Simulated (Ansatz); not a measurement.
# Ta wire along [100], 21 atoms a period: bands along the axis, part 2 of 2

Aim: is the Ta wire along [100], 21 atoms a period a metal or a semiconductor?

Ansatz 0.2.0; DFT PBE, plane waves, PAW; relaxation of a wire's period; PAW set soft_1 (the session's first sound run).

So far: Set-up; The relaxed wire.

## 2. The relaxed wire (continued)

Step by step:

| step | energy less that of the first step (eV) | largest force component (eV/Å) | pressure (GPa) | volume (Å³) |
| --- | --- | --- | --- | --- |
| 1 | 0.0000 | 1.5551 | -5.44 | 932.58 |
| 2 | -1.4391 | 1.0754 | 2.27 | 886.71 |
| 3 | -1.8080 | 0.2222 | -0.53 | 901.56 |
| 4 | -1.8234 | 0.0340 | -0.05 | 900.81 |
| 5 | -1.8259 | 0.0205 | -0.06 | 899.73 |
| 6* | -1.8231 | 0.0205 | -0.06 | 899.73 |

Relaxation steps marked * repeat the geometry before them on a plane-wave basis chosen anew for their cell, so energy and pressure can jump there.

The run keeps the 16 symmetry operations that it works with, so distortions that break them were not tested.

```
cell as run  before  after  change
      c (Å)   3.320  3.203  -3.5 %
```

The atoms that moved most (Å, along periodic axes as changes of fractional coordinates times the final cell, across vacuum about the mean position):

```
atom      dx      dy     dz  length
Ta21  -0.147  -0.062  0.000   0.159
Ta19  -0.062  -0.147  0.000   0.159
Ta16  -0.062   0.147  0.000   0.159
Ta11   0.147  -0.062  0.000   0.159
Ta15   0.062  -0.147  0.000   0.159
Ta20  -0.147   0.062  0.000   0.159
Ta12   0.062   0.147  0.000   0.159
Ta10   0.147   0.062  0.000   0.159
```

The relaxed structure:

```cif
data_structure
_symmetry_space_group_name_H-M 'P 1'
_symmetry_Int_Tables_number 1
_cell_length_a 16.7600
_cell_length_b 16.7600
_cell_length_c 3.2030
_cell_angle_alpha 90.000
_cell_angle_beta 90.000
_cell_angle_gamma 90.000
_cell_volume 899.73
loop_
_atom_site_label
_atom_site_type_symbol
_atom_site_fract_x
_atom_site_fract_y
_atom_site_fract_z
_atom_site_occupancy
Ta1 Ta 0.30159 0.30159 0.00000 1
Ta2 Ta 0.30332 0.50000 0.00000 1
Ta3 Ta 0.30159 0.69841 0.00000 1
Ta4 Ta 0.50000 0.30332 0.00000 1
Ta5 Ta 0.50000 0.50000 0.00000 1
Ta6 Ta 0.50000 0.69668 0.00000 1
Ta7 Ta 0.69841 0.30159 0.00000 1
Ta8 Ta 0.69668 0.50000 0.00000 1
Ta9 Ta 0.69841 0.69841 0.00000 1
Ta10 Ta 0.21163 0.40463 0.50000 1
Ta11 Ta 0.21163 0.59537 0.50000 1
Ta12 Ta 0.40463 0.21163 0.50000 1
Ta13 Ta 0.39946 0.39946 0.50000 1
Ta14 Ta 0.39946 0.60054 0.50000 1
Ta15 Ta 0.40463 0.78837 0.50000 1
Ta16 Ta 0.59537 0.21163 0.50000 1
Ta17 Ta 0.60054 0.39946 0.50000 1
Ta18 Ta 0.60054 0.60054 0.50000 1
Ta19 Ta 0.59537 0.78837 0.50000 1
Ta20 Ta 0.78837 0.40463 0.50000 1
Ta21 Ta 0.78837 0.59537 0.50000 1
```

Numbers from this step:

```yaml
energy_at_zero_smearing: -208577.5590 eV
cell_length_along_the_wire: 3.203 Å
```

The cell's length comes to 3.203 Å with spin left out.

## 3. Bands of the perfect wire

This step: DFT PBE, plane waves, PAW; bands of a perfect wire; PAW set soft_1 (Ansatz 0.2.0).

At the relaxed period the bands are computed along the axis; those that cross an energy going forward count the channels that a perfect wire would open there.

Contents of input.yaml:

```yaml
crystal:
  lattice:
    - [16.76, 0.0, 0.0]
    - [0.0, 16.76, 0.0]
    - [0.0, 0.0, 3.2030392827]
  atoms:
    - { symbol: Ta, position: [0.301591128, 0.301591128, 0.0] }
    - { symbol: Ta, position: [0.303323208, 0.5, 0.0] }
    - { symbol: Ta, position: [0.301591128, 0.698408872, 0.0] }
    - { symbol: Ta, position: [0.5, 0.303323208, 0.0] }
    - { symbol: Ta, position: [0.5, 0.5, 0.0] }
    - { symbol: Ta, position: [0.5, 0.696676792, 0.0] }
    - { symbol: Ta, position: [0.698408872, 0.301591128, 0.0] }
    - { symbol: Ta, position: [0.696676792, 0.5, 0.0] }
    - { symbol: Ta, position: [0.698408872, 0.698408872, 0.0] }
    - { symbol: Ta, position: [0.211628152, 0.404626338, 0.5] }
    - { symbol: Ta, position: [0.211628152, 0.595373662, 0.5] }
    - { symbol: Ta, position: [0.404626338, 0.211628152, 0.5] }
    - { symbol: Ta, position: [0.399457971, 0.399457971, 0.5] }
    - { symbol: Ta, position: [0.399457971, 0.600542029, 0.5] }
    - { symbol: Ta, position: [0.404626338, 0.788371848, 0.5] }
    - { symbol: Ta, position: [0.595373662, 0.211628152, 0.5] }
    - { symbol: Ta, position: [0.600542029, 0.399457971, 0.5] }
    - { symbol: Ta, position: [0.600542029, 0.600542029, 0.5] }
    - { symbol: Ta, position: [0.595373662, 0.788371848, 0.5] }
    - { symbol: Ta, position: [0.788371848, 0.404626338, 0.5] }
    - { symbol: Ta, position: [0.788371848, 0.595373662, 0.5] }
kpoints:
  mp_grid: { grid: [1, 1, 25] }
  band_path: { path: ["Γ", Z], npoints: 90 }
scf:
  occupations: { method: fermi_dirac, width: 0.05 }
hamiltonian:
  xc: pbe
  pseudopotentials: { kind: paw, azcp: { folder: soft_1 } }
output:
  dos: { e_range: [-5, 4] }
  write_potential: true
  write_density: true
  volumetric_format: npy
```

Command:

```sh
$ ansatz run input.yaml --threads 4 --pin off --max-ram 16384MiB --backend cpu --events-out ev --progress --plain --runs-dir out
```

Numbers of over 12 decimals in the logs are rounded to 6 here.

The program printed:

```text
[...]
Crystal: 21 atoms, lattice volume = 899.726 Å³
Basis set: ecut = 420 eV, 17591 PW (Γ)
Bands: 164, of which v1, the nominal top of the filled ones, is band 137 counted from 1 (136 counted from 0)
Symmetry: 16 space group operations
[...]
k-points: 13 of 25
[...]
SCF iter   1: F=—  HF=-208602.991510 eV  |F-HF|=—  |Δ(HF+E_count)|=         —  Δρ=5.06e-2  dr2=2.99e2  ethr=3.10e-3  ⟨swp⟩=11.0  Hψ=10685  notcnv=0  defer=16
[...]
SCF iter  12: F=-208577.685482 eV  HF=-208577.685482 eV  |F-HF|=1.72e-8  |Δ(HF+E_count)|=   4.53e-8  Δρ=1.43e-6  dr2=2.88e-8  ethr=3.66e-11  ⟨swp⟩=19.5  Hψ=8161  notcnv=0
SCF 1 converged in 12 iterations: F = -208577.685482 eV  dr2 = 2.88e-8
[...]
NSCF: frozen V_eff on 91 k-points
WARN: The output density's exchange-correlation potential varies sharply where the density is thin. Do not read a vacuum level from v_tot or v_xc, or from such a field of the output density. On a cell that repeats whose density bears no net charge and no dipole along the vacuum's axis use v_es (v_loc + v_h of the components); under efield.dipole_correction with no amplitude use v_es + v_field, which holds any externa [...]
SCF converged after 12 iterations
Free energy (F): -208577.685482 eV
[...]
Internal energy: -208577.432645 eV  (E = F + TS)
E sigma→0 (E₀):  -208577.559063 eV
Entropy (-TS):   -0.252838 eV (-12.040 meV/atom)
Fermi energy:    5.684718 eV
[...]
--- Band table (eV; the first three rows and the last of 13) ---
  k-point 0: bands = [... 133 lower, 5.9083, 5.9083, 5.9284, 5.9884, 5.9884, 6.0170, 6.0253, 6.1275, ... 23 higher]
  k-point 1: bands = [... 133 lower, 5.8965, 5.9089, 5.9089, 6.0004, 6.0287, 6.0494, 6.0863, 6.0863, ... 23 higher]
  k-point 2: bands = [... 133 lower, 5.8176, 5.8745, 5.8822, 5.8822, 5.9713, 6.0521, 6.2375, 6.2375, ... 23 higher]
  k-point 12: bands = [... 133 lower, 5.5268, 5.5268, 5.6327, 5.7296, 5.7642, 5.7642, 5.7884, 5.9148, ... 23 higher]
```

It took 4.4 min on 4 threads of Intel Xeon Platinum 8259CL at 2.50GHz (Skylake/Cascade Lake), shared host; peak memory 7 GiB.

In the SCF lines HF is the Harris–Foulkes energy and dr2 the Hartree energy of the density residual, in eV; the loop may stop once dr2 is under the threshold and the program's other checks hold. Hψ counts applications of the Hamiltonian.

Numbers from this step:

```yaml
energy_at_zero_smearing: -208577.5591 eV
band_gap: 0 eV
```

Electronic bands along the path, in eV, zero at the Fermi level; # counts the bands kept:

```csv
point,#50,#51,#52,#53,#54,#55,#56,#57
Γ,0.22,0.22,0.24,0.30,0.30,0.33,0.34,0.44
halfway,-0.43,-0.35,-0.35,-0.31,-0.19,-0.19,0.00,0.10
Z,-0.16,-0.16,0.01,0.06,0.07,0.09,0.09,0.23
```

Between Γ and Z the bands cross the Fermi level 24 times, so a perfect wire would conduct at least 24 G₀, with spin left out.

## 4. Outcome

| Property | Result |
| --- | --- |
| cell length, PBE | 3.203 Å |
| ballistic conductance by band crossings, a lower bound, PBE | 24 G₀ |

In words: Under PBE the cell's length is 3.20 Å, and the bands cross the Fermi level 24 times between Γ and Z, which gives a perfect wire at least 24 G₀ (opposite crossings within one step of the path cancel in such a count). No spin was allowed, though thin wires with open d shells can turn magnetic. Spin-orbit coupling is left out, which matters for the bands of heavy atoms.

[Logs are printed without paths, hosts, clocks, repeated set-up lines and the standing remarks that a program may print on its own settings, such as how far it seeks lower states.]

[Hosts, paths, dates, database ids (printed as entryN), source tags and the programs' standing remarks are cut or masked in the printed files.]
